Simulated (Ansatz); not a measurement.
## How many bands does the GW gap of NaCl (Halite) need?

Wanted: a G0W0 gap for NaCl (Halite) that is converged in bands and cutoff, or an estimate of the limit.

Method: G0W0 on PBE, plane waves, PAW, in Ansatz 0.2.0.

Most raw output is cut from this account.

### 1. The starting structure

The structure is cubic, space group Fm-3m (No. 225). Conventional cell: a = 5.640 Å, b = 5.640 Å, c = 5.640 Å, α = 90.00°, β = 90.00°, γ = 90.00°. Nearest to Na lie 6 Cl at 2.82 Å. Nearest to Cl lie 6 Na at 2.82 Å. Farther neighbours and most contacts between anions are not listed.

The cell and positions come from the Crystallography Open Database and are kept as given unless a step says otherwise. The default PAW set here is soft_2. Its files were made with PBE.

### 2. 47 empty bands, screening to 60 eV

G0W0 replaces the xc potential by the self-energy, built once from these orbitals. Only a window of levels is corrected, while the sums run over the empty bands that the input names.

File input.yaml:

```yaml
crystal:
  lattice:
    - [0.0, 2.82005, 2.82005]
    - [2.82005, 0.0, 2.82005]
    - [2.82005, 2.82005, 0.0]
  atoms:
    - { symbol: Na, position: [0.0, 0.0, 0.0] }
    - { symbol: Cl, position: [0.5, 0.5, 0.5] }
kpoints:
  mp_grid: { grid: [6, 6, 6] }
hamiltonian:
  xc: pbe
scf:
  occupations: { method: fixed }
gw:
  n_empty_bands: 47
  ecut_chi: 60
  qp_bands: [v2, c2]
  qp_kpoints: band_edges
  screening: { model: contour_deformation }
```

On the command line:

```console
> ansatz run input.yaml --threads 3 --pin off --max-ram 92160MiB --backend cuda --events-out ev --progress --plain --runs-dir out --devices 1 --max-vram 13GiB
```

Elapsed: 13 s, on 1 × NVIDIA H100 80GB HBM3 (shared by 6 runs) with 3 threads of AMD EPYC 7R13 (Zen 3), shared host; peak memory 0.99 GiB; 11 s of CPU time.

This step gave:

* bands summed: 55
* RPA ε∞ on this mesh (eigenvalues): 2.337, 2.337, 2.337
* plane waves in the screening matrix: 59
* q-points in the mesh: 216
* G0W0 gap on the mesh: 7.601 eV
* k of the valence top: 0, 0, 0
* k of the conduction bottom: 0, 0, 0
* starting gap on the mesh: 5.107 eV
* Z at the valence top: 0.8064
* Z at the conduction bottom: 0.8616
* least direct G0W0 gap on the computed points: 7.601 eV

The gap on the mesh goes from 5.11 eV to 7.60 eV, a correction of +2.49 eV. Between the two edge states, bare exchange in place of the xc potential would open the gap by 8.30 eV, and correlation takes back 5.80 eV.

### 3. 133 empty bands, screening to 120 eV

Another rung: the empty bands reach about as high as the screening cutoff, so the two stay in balance.

Changes to input.yaml since step 2:

```diff
@@ -15,4 +15,4 @@
 gw:
-  n_empty_bands: 47
-  ecut_chi: 60
+  n_empty_bands: 133
+  ecut_chi: 120
   qp_bands: [v2, c2]
```

Wall time 16 s (1 × NVIDIA H100 80GB HBM3 (shared by 6 runs) with 3 threads); peak memory 1.1 GiB; 20 s of CPU time.

This step gave:

```
bands summed                                 : 141
RPA ε∞ on this mesh (eigenvalues)            : 2.338, 2.338, 2.338
plane waves in the screening matrix          : 137
q-points in the mesh                         : 216
G0W0 gap on the mesh                         : 7.812 eV
k of the valence top                         : 0, 0, 0
k of the conduction bottom                   : 0, 0, 0
starting gap on the mesh                     : 5.107 eV
Z at the valence top                         : 0.7995
Z at the conduction bottom                   : 0.8599
least direct G0W0 gap on the computed points : 7.812 eV
```

Against the run with 6×6×6 mesh, 47 empty bands, screening to 60 eV, the gap moves by +0.21 eV.

### 4. 288 empty bands, screening to 200 eV

Changes to input.yaml since step 3:

```diff
@@ -15,4 +15,4 @@
 gw:
-  n_empty_bands: 133
-  ecut_chi: 120
+  n_empty_bands: 288
+  ecut_chi: 200.0
   qp_bands: [v2, c2]
```

Wall time 18 s (1 × NVIDIA H100 80GB HBM3 (shared by 6 runs) with 3 threads); peak memory 1.4 GiB.

Numbers from this step:

* bands summed: 296
* RPA ε∞ on this mesh (eigenvalues): 2.338, 2.338, 2.338
* plane waves in the screening matrix: 283
* G0W0 gap on the mesh: 7.946 eV
* k of the valence top: 0, 0, 0
* k of the conduction bottom: 0, 0, 0
* starting gap on the mesh: 5.107 eV
* least direct G0W0 gap on the computed points: 7.946 eV

Against the run with 6×6×6 mesh, 133 empty bands, screening to 120 eV, the gap moves by +0.13 eV.

### 5. Changing the k mesh: 4×4×4 mesh, 133 empty bands, screening to 120 eV

A second mesh at equal bands and cutoff isolates the sampling error. Bands and cutoff differ from the step before, so it is read against an earlier run that matches them.

input.yaml, the sections that differ from step 4:

```yaml
kpoints:
  mp_grid: { grid: [4, 4, 4] }
gw:
  n_empty_bands: 133
  ecut_chi: 120
  qp_bands: [v2, c2]
  qp_kpoints: band_edges
  screening: { model: contour_deformation }
# crystal, hamiltonian, scf: as in step 4
```

Run time: 13 s. Hardware: 1 × NVIDIA H100 80GB HBM3 (shared by 6 runs) with 3 threads; peak memory 1 GiB.

This step gave:

- bands summed: 141
- RPA ε∞ on this mesh (eigenvalues): 2.365, 2.365, 2.365
- plane waves in the screening matrix: 137
- G0W0 gap on the mesh: 7.824 eV
- k of the valence top: 0, 0, 0
- k of the conduction bottom: 0, 0, 0
- starting gap on the mesh: 5.106 eV
- least direct G0W0 gap on the computed points: 7.824 eV

Against the run with 6×6×6 mesh, 133 empty bands, screening to 120 eV, the gap moves by +0.012 eV.

### 6. Changing the frequency model: 6×6×6 mesh, 133 empty bands, screening to 120 eV, plasmon pole

A plasmon pole stands in for the full frequency dependence of the screening; this run shows what that costs in accuracy.

input.yaml, the sections that differ from step 5:

```yaml
kpoints:
  mp_grid: { grid: [6, 6, 6] }
gw:
  n_empty_bands: 133
  ecut_chi: 120
  qp_bands: [v2, c2]
  qp_kpoints: band_edges
  screening: { model: godby_needs }
# crystal, hamiltonian, scf: as in step 5
```

Wall time 21 s (1 × NVIDIA H100 80GB HBM3 (shared by 6 runs) with 3 threads); peak memory 1.3 GiB.

This step gave:

| Item | Value |
| --- | --- |
| bands summed | 141 |
| plasmon-pole fit frequency | 22.18 eV |
| RPA ε∞ on this mesh (eigenvalues) | 2.338, 2.338, 2.338 |
| plane waves in the screening matrix | 137 |
| G0W0 gap on the mesh | 7.816 eV |
| k of the valence top | 0, 0, 0 |
| k of the conduction bottom | 0, 0, 0 |
| starting gap on the mesh | 5.107 eV |
| least direct G0W0 gap on the computed points | 7.816 eV |

Against the run with 6×6×6 mesh, 133 empty bands, screening to 120 eV, the gap moves by +0.005 eV.

### 7. Changing the files: 6×6×6 mesh, 133 empty bands, screening to 120 eV, hard PAW files

Other atomic data (hard PAW) test the pseudisation: the cutoff goes from 420 to 700 eV, with the same valence electrons.

Changes to input.yaml since step 6:

```diff
@@ -12,2 +12,3 @@
   xc: pbe
+  pseudopotentials: { kind: paw, source: ansatz }
 scf:
@@ -19,2 +20,2 @@
   qp_kpoints: band_edges
-  screening: { model: godby_needs }
+  screening: { model: contour_deformation }
```

Run time: 23 s. Hardware: 1 × NVIDIA H100 80GB HBM3 (shared by 6 runs) with 3 threads; peak memory 1.2 GiB; 31 s of CPU time.

Numbers from this step:

```
bands summed                                 : 141
RPA ε∞ on this mesh (eigenvalues)            : 2.341, 2.341, 2.341
plane waves in the screening matrix          : 137
G0W0 gap on the mesh                         : 7.801 eV
k of the valence top                         : 0, 0, 0
k of the conduction bottom                   : 0, 0, 0
starting gap on the mesh                     : 5.109 eV
least direct G0W0 gap on the computed points : 7.801 eV
```

Against the run with 6×6×6 mesh, 133 empty bands, screening to 120 eV, the gap moves by −0.011 eV.

### 8. Side by side

Times are wall times on 1 × NVIDIA H100 80GB HBM3 (shared by 6 runs) with 3 threads of AMD EPYC 7R13 (Zen 3), shared host, good to a factor of about two.

| mesh | files | frequency | bands summed | cutoff (eV) | start (eV) | G0W0 (eV) | time | host memory (GiB) |
| --- | --- | --- | --- | --- | --- | --- | --- | --- |
| 6×6×6 | default PAW | contour deformation | 55 | 60 | 5.107 | 7.601 | 13 s | 0.99 |
| 6×6×6 | default PAW | contour deformation | 141 | 120 | 5.107 | 7.812 | 16 s | 1.1 |
| 6×6×6 | default PAW | contour deformation | 296 | 200 | 5.107 | 7.946 | 18 s | 1.4 |
| 4×4×4 | default PAW | contour deformation | 141 | 120 | 5.106 | 7.824 | 13 s | 1.0 |
| 6×6×6 | default PAW | plasmon pole | 141 | 120 | 5.107 | 7.816 | 21 s | 1.3 |
| 6×6×6 | hard PAW | contour deformation | 141 | 120 | 5.109 | 7.801 | 23 s | 1.2 |

How the two edges are built up, in eV (the quasiparticle level is the starting level plus Σx plus Σc less Vxc):

| run | edge | start | Σx | Σc | Vxc | Z | QP |
| --- | --- | --- | --- | --- | --- | --- | --- |
| 55 bands | valence top | 1.10 | -21.12 | 2.76 | -16.79 | 0.81 | -0.47 |
| 55 bands | conduction bottom | 6.21 | -5.25 | -3.04 | -9.22 | 0.86 | 7.14 |
| 141 bands | valence top | 1.10 | -21.12 | 2.46 | -16.79 | 0.80 | -0.77 |
| 141 bands | conduction bottom | 6.21 | -5.25 | -3.13 | -9.22 | 0.86 | 7.04 |
| 296 bands | valence top | 1.10 | -21.12 | 2.25 | -16.79 | 0.80 | -0.98 |
| 296 bands | conduction bottom | 6.21 | -5.25 | -3.21 | -9.22 | 0.86 | 6.97 |

### 9. What came out

```yaml
55_bands_60_ev: 7.601 eV
141_bands_120_ev: 7.812 eV
296_bands_200_ev: 7.946 eV
estimated_limit_in_bands_and_cutoff: 8.07 eV
mesh_and_start: 6×6×6, PBE
```

In words: A line in one over the bands through the two highest rungs gives 8.07 eV, +0.12 eV from the top rung; the pair below gives 7.95 eV, so the estimate is still climbing. The rungs stand 0.47 eV (55 bands), 0.26 eV (141 bands) and 0.12 eV (296 bands) from it. From 55 to 296 bands the gap moves by +0.35 eV. Σc changes by −0.51 eV at the valence top and −0.17 eV at the conduction bottom, so the valence edge carries most of the change. On the 4×4×4 mesh in place of 6×6×6 the gap differs by +0.01 eV, of which −0.001 eV is already in the start. The plasmon-pole model gives +0.005 eV against contour deformation, 0 % of the correction, and saved no time in this program. Hard PAW files move the gap by −0.01 eV at equal bands and cutoff, +0.001 eV of it in the start.

[Paths, hosts, dates, memory and timing lines, banners, echoed tables and standing remarks are left out of the program output.]

[Logs are printed without paths, hosts, clocks, repeated set-up lines and the standing remarks that a program may print on its own settings, such as how far it seeks lower states.]

[Runs of the session that timed out or met a known fault of the program may be left out.]

[Cells called generated may have been cut or substituted from an entry of the Crystallography Open Database or the Materials Project.]

[Hosts, paths, dates, database ids (printed as entryN), source tags and the programs' standing remarks are cut or masked in the printed files.]
